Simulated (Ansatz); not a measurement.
## HfCdS3 (model cell, started as cubic perovskite with Hf in the octahedra): a soft mode frozen in

Wanted: the energy along a soft mode of HfCdS3 (model cell, started as cubic perovskite with Hf in the octahedra) and the structure at the end.

Main program and level: Ansatz 0.2.0; DFT PBEsol, scalar-relativistic, plane waves, PAW; PAW set soft_1.

Report form: the programs' logs are mostly left out.

The structure was built from a prototype and need not be the compound's stable phase.

### 1. The structure

It takes space group Pm-3m (No. 221, cubic). The conventional cell has a = 4.884 Å, b = 4.884 Å, c = 4.884 Å, α = 90.00°, β = 90.00°, γ = 90.00°. Nearest to Cd lie 12 S at 3.45 Å. Nearest to Hf lie 6 S at 2.44 Å. S has 2 Hf at 2.44 Å nearest. Farther neighbours and most contacts between anions are not listed.

### 2. The dispersion

The cell comes from relaxations at this level that are not shown. Stability and thermal properties need the whole zone. Linear response on a 2×2×2 q mesh gives force constants as far as a supercell of that size would.

The input, input.yaml:

```yaml
crystal:
  lattice:
    - [4.883728423, 0.0, 0.0]
    - [0.0, 4.883728423, 0.0]
    - [0.0, 0.0, 4.883728423]
  atoms:
    - { symbol: Cd, position: [0.0, 0.0, 0.0] }
    - { symbol: Hf, position: [0.5, 0.5, 0.5] }
    - { symbol: S, position: [0.5, 0.5, 0.0] }
    - { symbol: S, position: [0.5, 0.0, 0.5] }
    - { symbol: S, position: [0.0, 0.5, 0.5] }
kpoints:
  mp_grid: { grid: [8, 8, 8] }
hamiltonian:
  xc: pbesol
  pseudopotentials: { kind: paw, azcp: { folder: soft_1 }, xc_functional: pbe }
scf:
  occupations: { method: methfessel_paxton, width: 0.2 }
output:
  eigenvalues: true
phonons:
  method: dfpt
  qmesh: [2, 2, 2]
  temperatures: { t_max: 1000, t_step: 50 }
  qpath:
    path:
      - [[0.0, 0.0, 0.0], [0.0, 0.5, 0.0], [0.5, 0.5, 0.0], [0.0, 0.0, 0.0], [0.5, 0.5, 0.5], [0.0, 0.5, 0.0]]
      - [[0.5, 0.5, 0.5], [0.5, 0.5, 0.0]]
    npoints: 10
```

Started as:

```bash
> ansatz run input.yaml --threads 4 --pin off --max-ram 16384MiB --backend cpu --events-out ev --progress --plain --runs-dir out
```

Run time: 5.2 min. Hardware: 4 threads of Arm Neoverse V2, shared host; peak memory 1.6 GiB.

Numbers from this step:

```
volume per atom                                         : 23.30 Å³
gap on the k-mesh                                       : 0 eV
sum-rule residual before enforcement                    : 3.36e-5 eV/Å²
lowest frequency on the path                            : -192.1 cm⁻¹
point group                                             : m-3m
highest frequency on the path or at a solved wavevector : 476.4 cm⁻¹
highest optical mode at the zone centre (no LO-TO term) : 364.5 cm⁻¹
lowest optical zone-centre mode                         : -134.9 cm⁻¹
lowest mode on the q mesh (acoustic modes at Γ apart)   : -192.1 cm⁻¹
```

Frequencies (cm⁻¹) solved at each irreducible wavevector; negative means imaginary. Frequencies by wavevector, by row:

```csv
q in reciprocal lattice units,star,mode 1,mode 2,mode 3,mode 4,mode 13,mode 14,mode 15
0 0 0,1,-134.9,-134.9,-134.9,-112.3,364.5,364.5,364.5
0 0 -0.5,3,-127.5,-113.2,-113.2,-70.8,366.6,366.6,426.4
0 -0.5 -0.5,3,-192.1,-96.3,-96.3,-64.2,369.7,379.5,456.5
-0.5 -0.5 -0.5,1,-188.8,-188.8,-188.8,-64.7,377.6,377.6,476.4
```

Interpolated from a 2×2×2 q mesh. Phonon branches along the path, in cm⁻¹:

```csv
point,branch 1,branch 2,branch 3,branch 4,branch 12,branch 13,branch 14,branch 15
Γ,-135,-135,-135,-112,0,364,364,364
halfway,-131,-121,-121,-92,103,366,366,395
X,-128,-113,-113,-71,146,367,367,426
halfway,-164,-101,-96,-67,145,368,376,438
M,-192,-96,-96,-64,144,370,380,456
halfway,-150,-104,-104,-85,104,367,374,413
Γ,-135,-135,-135,-112,0,364,364,364
halfway,-153,-137,-137,-71,109,374,374,429
R,-189,-189,-189,-65,157,378,378,476
halfway,-165,-152,-139,-69,146,374,377,449
X,-128,-113,-113,-71,146,367,367,426
jump to R,-189,-189,-189,-65,157,378,378,476
halfway,-190,-156,-156,-66,146,376,379,465
M,-192,-96,-96,-64,144,370,380,456
```

Symmetry leaves 4 wavevectors to solve. The lowest mode among them, the acoustic zeros apart, lies at q = (0, -0.5, -0.5) and is imaginary, 192.1i cm⁻¹, so the energy falls along it.

### 3. The mode frozen in, largest atomic shift 0 Å

The mode followed lies at q = (-0.5, -0.5, -0.5) with frequency 188.8i cm⁻¹ and is 3-fold degenerate, one of the unstable modes though not the softest. At small amplitude the distorted cell has space group no. 167 by a symmetry search on the positions. The undistorted cell that holds it gives the zero of energy on the same k mesh.

System of this step: HfCdS3 (model cell, started as cubic perovskite with Hf in the octahedra). The structure is cubic, space group Pm-3m (No. 221). The conventional cell has a = 4.884 Å, b = 4.884 Å, c = 4.884 Å, α = 90.00°, β = 90.00°, γ = 90.00°. Cd has 12 S at 3.45 Å nearest. Hf has 6 S at 2.44 Å nearest. Nearest to S lie 2 Hf at 2.44 Å. Farther neighbours and most contacts between anions are not listed.

input.yaml, the sections that differ from step 2:

```yaml
crystal:
  lattice:
    - [4.883728423, 4.883728423, 0.0]
    - [4.883728423, 0.0, 4.883728423]
    - [4.883728423, 0.0, -4.883728423]
  atoms:
    - { symbol: Cd, position: [0.0, 0.0, 0.0] }
    - { symbol: Cd, position: [0.0, 0.5, 0.5] }
    - { symbol: Hf, position: [0.5, 0.25, 0.75] }
    - { symbol: Hf, position: [0.5, 0.75, 0.25] }
    - { symbol: S, position: [0.5, 0.0, 1.0] }
    - { symbol: S, position: [0.5, 0.5, 0.5] }
    - { symbol: S, position: [0.0, 0.5, 0.0] }
    - { symbol: S, position: [0.0, 0.0, 0.5] }
    - { symbol: S, position: [0.5, 0.5, 0.0] }
    - { symbol: S, position: [0.5, 0.0, 0.5] }
output:
  forces: true
  stress: true
  eigenvalues: true
# kpoints, hamiltonian, scf: as in step 2
# phonons: removed
```

Wall time 7.5 s (4 threads); peak memory 0.91 GiB; 29 s of CPU time.

This step gave:

| Item | Value |
| --- | --- |
| pressure | -0.01878 GPa |
| energy from the undistorted cell | 0 meV/atom |

The run ends at a pressure of -0.02 GPa.

### 4. The mode frozen in, largest atomic shift 0.6 Å

The atoms are moved along the unstable eigenvector, the largest shift by 0.6 Å, with the cell fixed.

input.yaml, the sections that differ from step 3:

```yaml
crystal:
  lattice:
    - [4.883728423, 4.883728423, 0.0]
    - [4.883728423, 0.0, 4.883728423]
    - [4.883728423, 0.0, -4.883728423]
  atoms:
    - { symbol: Cd, position: [0.0, 0.0, 0.0] }
    - { symbol: Cd, position: [0.0, 0.5, 0.5] }
    - { symbol: Hf, position: [0.5, 0.25, 0.75] }
    - { symbol: Hf, position: [0.5, 0.75, 0.25] }
    - { symbol: S, position: [0.5868729855, 0.0, 1.0] }
    - { symbol: S, position: [0.4131270145, 0.5, 0.5] }
    - { symbol: S, position: [0.0, 0.4131270145, 0.0] }
    - { symbol: S, position: [0.0, 0.0868729855, 0.5] }
    - { symbol: S, position: [0.4131270145, 0.5868729855, 0.0] }
    - { symbol: S, position: [0.5868729855, -0.0868729855, 0.5] }
# kpoints, hamiltonian, scf, output: as in step 3
```

Wall time 16 s (4 threads); peak memory 1.2 GiB.

Numbers from this step:

| Item | Value |
| --- | --- |
| pressure | -5.189 GPa |
| gap on the k-mesh | 0.7041 eV |
| energy from the undistorted cell | -309.6 meV/atom |

The energy, extrapolated to zero smearing, is -309.63 meV/atom against the undistorted cell.

The run ends at a pressure of -5.19 GPa, with forces up to 1.1 eV/Å.

### 5. Energy along the mode, all amplitudes (two of the runs are shown above)

An imaginary frequency means negative curvature, so the energy should fall and then rise again as anharmonic terms take over.

Numbers from this step:

```yaml
depth_at_the_lowest_point_sampled: 309.6 meV/atom
largest_atomic_shift_at_that_point: 0.6 Å
```

Energy from the parent against largest atomic shift:

```csv
largest atomic shift (Å),energy from the parent (meV/atom)
0.000,0
0.040,-2.01
0.080,-7.92
0.140,-23.3
0.220,-54.0
0.320,-109
0.450,-202
0.600,-310
```

Displacement at unit largest shift by atom:

```csv
atom,x (Å),y (Å),z (Å),size
Cd1,0.000,0.000,0.000,0.000
Cd2,0.000,0.000,0.000,0.000
Hf3,0.000,0.000,0.000,0.000
Hf4,0.000,0.000,0.000,0.000
S5,0.707,0.707,0.000,1.000
S6,-0.707,-0.707,0.000,1.000
S7,-0.707,0.000,-0.707,1.000
S8,0.707,0.000,0.707,1.000
S9,0.000,-0.707,0.707,1.000
S10,0.000,0.707,-0.707,1.000
```

The lowest of the steps tried is the last one, at 0.6 Å, 310 meV/atom below the parent; the bottom of the well need not coincide with a step.

### 6. Relaxing from the distorted cell

Starting from the lowest point found, all atoms and the cell are let go, so that strain and other modes of the same symmetry can join in.

Edit input.yaml of step 4 so:

```diff
@@ -27 +27,6 @@
   eigenvalues: true
+relax:
+  adjacent_minimum: "off"
+  f_tol: 0.002
+  max_steps: 120
+  cell: { stress_tol: 0.03 }
```

It took 2.3 min on 4 threads; peak memory 1.3 GiB; 9 min of CPU time.

Step by step:

```csv
step,energy less that of the first step (eV),largest force component (eV/Å),pressure (GPa),volume (Å³)
1,0.0000,0.7776,-5.19,232.96
2,-1.5758,0.3941,-0.13,214.62
3,-1.3848,0.7758,2.62,212.33
4,-1.7284,0.0411,-0.25,215.57
5,-1.7303,0.0051,0.05,215.15
6,-1.7305,0.0031,0.00,215.15
7,-1.7305,0.0000,0.00,215.18
8*,-1.7275,0.0001,-0.01,215.18
```

Relaxation steps marked * repeat the geometry before them on a plane-wave basis chosen anew for their cell, so energy and pressure can jump there. Relaxation step 3 was tried and not accepted.

Forces are held to the 12 operations that the run works with; a distortion that breaks them can't arise in this run.

```csv
"conventional cell, symmetrised",before,after,change
a (Å),6.907,6.580,-4.7 %
b (Å),6.907,6.580,-4.7 %
c (Å),16.918,17.217,+1.8 %
volume (Å³/atom),23.30,21.52,-7.6 %
```

The atoms that moved most (Å, as changes of fractional coordinates times the final cell):

```csv
atom,dx,dy,dz,length
S7,-0.175,0.000,-0.175,0.247
S6,-0.175,-0.175,0.000,0.247
S9,0.000,-0.175,0.175,0.247
S8,0.175,0.000,0.175,0.247
S5,0.175,0.175,0.000,0.247
S10,0.000,0.175,-0.175,0.247
```

Final coordinates:

```cif
data_structure
_symmetry_space_group_name_H-M 'P 1'
_symmetry_Int_Tables_number 1
_cell_length_a 6.5799
_cell_length_b 6.5799
_cell_length_c 6.8824
_cell_angle_alpha 90.000
_cell_angle_beta 61.443
_cell_angle_gamma 60.000
_cell_volume 215.18
loop_
_atom_site_label
_atom_site_type_symbol
_atom_site_fract_x
_atom_site_fract_y
_atom_site_fract_z
_atom_site_occupancy
Cd1 Cd 0.00000 0.00000 0.00000 1
Cd2 Cd 0.00000 0.50000 0.50000 1
Hf3 Hf 0.50000 0.25000 0.75000 1
Hf4 Hf 0.50000 0.75000 0.25000 1
S5 S 0.62442 0.00000 0.00000 1
S6 S 0.37558 0.50000 0.50000 1
S7 S 0.00000 0.37558 0.00000 1
S8 S 0.00000 0.12442 0.50000 1
S9 S 0.37558 0.62442 0.00000 1
S10 S 0.62442 0.87558 0.50000 1
```

Numbers from this step:

```yaml
pressure: -0.005359 GPa
volume_per_atom: 21.52 Å³
gap_on_the_k_mesh: 1.076 eV
```

The distorted start has space group R-3c; the relaxation ends in R-3c.

### 7. The new phase in its own primitive cell

The relaxed structure is symmetrised, reduced to its primitive cell and relaxed tightly, as its phonons need.

The input, input.yaml:

```yaml
crystal:
  lattice:
    - [3.2899627313, 1.8994608685, 5.7388998122]
    - [-3.2899627313, 1.8994608685, 5.7388998122]
    - [0.0, -3.7989217371, 5.7388998122]
  atoms:
    - { symbol: Cd, position: [0.75, 0.75, 0.75] }
    - { symbol: Cd, position: [0.25, 0.25, 0.25] }
    - { symbol: Hf, position: [0.5, 0.5, 0.5] }
    - { symbol: Hf, position: [0.0, 0.0, 0.0] }
    - { symbol: S, position: [0.3744241639, 0.75, 0.1255758361] }
    - { symbol: S, position: [0.6255758361, 0.25, 0.8744241639] }
    - { symbol: S, position: [0.1255758361, 0.3744241639, 0.75] }
    - { symbol: S, position: [0.8744241639, 0.6255758361, 0.25] }
    - { symbol: S, position: [0.75, 0.1255758361, 0.3744241639] }
    - { symbol: S, position: [0.25, 0.8744241639, 0.6255758361] }
kpoints:
  mp_grid: { grid: [6, 6, 6] }
hamiltonian:
  xc: pbesol
  pseudopotentials: { kind: paw, azcp: { folder: soft_1 }, xc_functional: pbe }
scf:
  occupations: { method: fixed }
output:
  forces: true
  stress: true
  eigenvalues: true
relax:
  adjacent_minimum: "off"
  f_tol: 0.001
  max_steps: 60
  cell: { stress_tol: 0.01 }
```

The job ended after 18 s (4 threads; peak memory 0.91 GiB).

Little changed from the start: no atom moved by 0.005 Å and no cell edge by 0.1 %.

This step gave:

| Property | Result |
| --- | --- |
| pressure | -0.004021 GPa |
| direct gap on mesh | 1.360 eV |

The largest force component left is 0.40 meV/Å and the pressure is -0.004 GPa, within the tolerances set. The cell now holds 21.52 Å³/atom.

### 8. Modes of the new phase, k-mesh 6×6×6, occupations fixed

A relaxed structure may still be a saddle point, so its zone-centre modes are computed. The response to a homogeneous field gives the Born charges and the dielectric tensor.

Edit input.yaml of step 7 so:

```diff
@@ -24,9 +24,6 @@
 output:
-  forces: true
-  stress: true
   eigenvalues: true
-relax:
-  adjacent_minimum: "off"
-  f_tol: 0.001
-  max_steps: 60
-  cell: { stress_tol: 0.01 }
+phonons:
+  method: dfpt
+  dielectric: true
+  rigid_motions: translations
```

Elapsed: 11 min, on 4 threads; peak memory 6.9 GiB; 45 min of CPU time.

Numbers from this step:

```yaml
sum_rule_residual_before_enforcement: 2.17e-5 eV/Å²
miss_of_the_charge_sum_rule: 0.01863 e
estimated_error_of_the_dielectric_tensor: 0.05440
estimated_error_of_the_born_charges: 0.1507 e
point_group: -3m
highest_optical_mode_at_the_zone_centre_no_lo_to_term: 402.6 cm⁻¹
lowest_optical_zone_centre_mode: -45.97 cm⁻¹
mean_high_frequency_dielectric_constant: 10.22
largest_born_charge_third_of_the_trace: 7.118 e
top_of_the_zone_centre_spectrum_with_the_field: 402.6 cm⁻¹
```

Patterns of degenerate modes are one choice out of their space. The modes at Γ (shares of kinetic energy by element, %) (negative means imaginary):

```csv
mode,frequency (cm⁻¹),symmetry,Cd %,Hf %,S %
1,-46.0,A2u,66,9,25
2,-32.4,A2g,100,0,0
3,0.0,acoustic,29,46,25
4,0.0,acoustic,29,46,25
5,0.0,acoustic,29,46,25
6,36.3,Eu,32,28,41
7,36.3,Eu,32,28,41
8,64.4,Eu,3,33,64
9,64.4,Eu,3,33,64
10,68.8,A2u,4,40,56
11,68.8,Eg,41,0,59
12,68.8,Eg,41,0,59
13,108.2,Eg,47,0,53
14,108.2,Eg,47,0,53
15,148.2,A1u,0,97,3
16,151.9,Eu,14,86,1
17,151.9,Eu,14,86,1
18,152.3,A2g,0,0,100
19,236.0,Eu,19,4,77
20,236.0,Eu,19,4,77
21,263.9,A2u,0,5,95
22,275.9,A1u,0,3,97
23,276.3,A1g,0,0,100
24,290.4,Eg,12,0,88
25,290.4,Eg,12,0,88
26,315.9,Eu,4,4,93
27,315.9,Eu,4,4,93
28,316.6,Eg,1,0,99
29,316.6,Eg,1,0,99
30,402.6,A2g,0,0,100
```

Displacements in mode 1 (-46.0 cm⁻¹), the largest set to 1:
```
Cd1  0.00  0.00  1.00
Cd2  0.00  0.00  1.00
Hf3  0.00  0.00 -0.29
Hf4  0.00  0.00 -0.29
S5   0.16 -0.09 -0.63
S6   0.16 -0.09 -0.63
S7   0.00  0.19 -0.63
S8   0.00  0.19 -0.63
S9  -0.16 -0.09 -0.63
S10 -0.16 -0.09 -0.63
```

Displacements in mode 26 (315.9 cm⁻¹), the largest set to 1:
```
Cd1  0.00  0.21  0.00
Cd2  0.00  0.21  0.00
Hf3 -0.08 -0.15  0.00
Hf4  0.08 -0.15  0.00
S5  -0.83 -0.45 -0.47
S6  -0.83 -0.45 -0.47
S7   0.00  1.00  0.94
S8   0.00  1.00  0.94
S9   0.83 -0.45 -0.47
S10  0.83 -0.45 -0.47
```

Optical modes at the zone centre, without and with the macroscopic field of the longitudinal modes; each column is sorted by frequency, so a row need not hold one and the same mode. Modes with and without the field, by row:

```csv
rank among optical modes,no field (cm⁻¹),"q along (1, 0, 0) (cm⁻¹)","q along (0, 0, 1) (cm⁻¹)"
1,-46,-46,-33.2
2,-32.4,-32.4,-32.4
3,36.3,36.3,36.3
4,36.3,36.3,36.3
5,64.4,64.4,64.4
6,64.4,68.8,64.4
7,68.8,68.8,68.8
8,68.8,68.8,68.8
9,68.8,90,108.2
10,108.2,108.2,108.2
11,108.2,108.2,128.7
12,148.2,148.2,148.2
13,151.9,151.9,151.9
14,151.9,152.3,151.9
15,152.3,152.4,152.3
16,236,236,236
17,236,263.9,236
18,263.9,275.9,275.9
19,275.9,276.3,276.3
20,276.3,290.4,290.4
21,290.4,290.4,290.4
22,290.4,293.5,315.9
23,315.9,315.9,315.9
24,315.9,316.6,316.6
25,316.6,316.6,316.6
26,316.6,365.7,363.4
27,402.6,402.6,402.6
```

Born charge (rows field, columns displacement) (e), principal values of the symmetric part by kind of site:

```csv
atom,atoms with these values,low,middle,high,mean
Cd1,2,1.83,2.75,2.75,2.44
Hf3,2,7.07,7.07,7.22,7.12
S5,6,-5.58,-2.54,-1.43,-3.19
```

In full for Cd1:

```
2.75 0.00 0.00
0.00 2.75 0.00
0.00 0.00 1.83
```

High-frequency dielectric tensor:

```
10.52  0.00  0.00
 0.00 10.52  0.00
 0.00  0.00  9.62
```

Transverse modes; imaginary modes are left out. Lines of the infrared spectrum (strongest = 100):

```csv
position (cm⁻¹),lines merged,relative intensity
36,1,0.0
64,1,17
69,2,18
108,1,0.0
148,1,0.0
152,2,0.7
236,1,100
264,1,46
276,2,0.0
290,1,0.0
316,1,20
317,1,0.0
402,1,0.0
```

Before it was imposed, the acoustic sum rule was missed by 2.2e-5 eV/Å² and the charge sum rule by 0.019 e. Small misses are needed for a sound result but don't prove that mesh and cutoff are converged. The lowest optical mode is imaginary, 46.0i cm⁻¹, so the energy falls along it.

The log warns of the k mesh: “the force constants stand on the 6×6×6 k-mesh, whose period is 12.92 times the interband length at k = (0.0000, 0.0000, 0.0000), direct gap 1.360 eV, under 14: take them and everything formed from them as unconverged”.

### 9. Outcome

| Property | Result |
| --- | --- |
| unstable mode of the parent | q = (-0.5, -0.5, -0.5), 189i cm⁻¹ |
| depth at the lowest point sampled | 310 meV/atom |
| largest atomic shift at that point | 0.6 Å |
| space group reached (within 0.01 Å) | R-3c |
| energy gained over the parent (first relaxation, on the mesh of the frozen mode) | 482 meV/atom |
| volume per atom, phase reached | 21.5 Å³ |
| gap on the k-mesh, phase reached | 1.08 eV |
| lowest optical zone-centre mode, phase reached | -46.0 cm⁻¹ |
| highest optical mode at the zone centre (no LO-TO term), phase reached | 403 cm⁻¹ |

**Reading.** Along this mode the structure falls into R-3c, 482 meV/atom below the parent. At the parent's cell the well is 309.6 meV/atom deep on the steps tried, with its lowest point at a shift of 0.6 Å. That is the last step tried, so the steps alone don't bracket the bottom of the well. Relaxing atoms and cell changes the gain by +172.72 meV/atom against the lowest step (energies at zero smearing). The new phase still has an imaginary mode at the zone centre of its cell, so it is a saddle point on the way to a lower structure. Of the 4 patterns followed to their end from this parent, this one reaches the lowest energy. Each path keeps the symmetry of its pattern, so a lower phase may lie along a pattern not tried. With the field response the log warns that the k mesh is coarse for the force constants too, so the frequencies may not be converged. With no gap, or one that is small against the smearing, the frequencies hang on the k mesh and the smearing, most of all near Kohn anomalies. Spin-orbit coupling is left out, which can matter for the heavy elements here. The PAW files were made for PBE and serve the other functionals too. The starting cell was built on a prototype and not taken from a measurement, so the phase need not exist.

[Logs are printed without paths, hosts, clocks, repeated set-up lines and the standing remarks that a program may print on its own settings, such as how far it seeks lower states.]

[Hosts, paths, dates, database ids (printed as entryN), source tags and the programs' standing remarks are cut or masked in the printed files.]
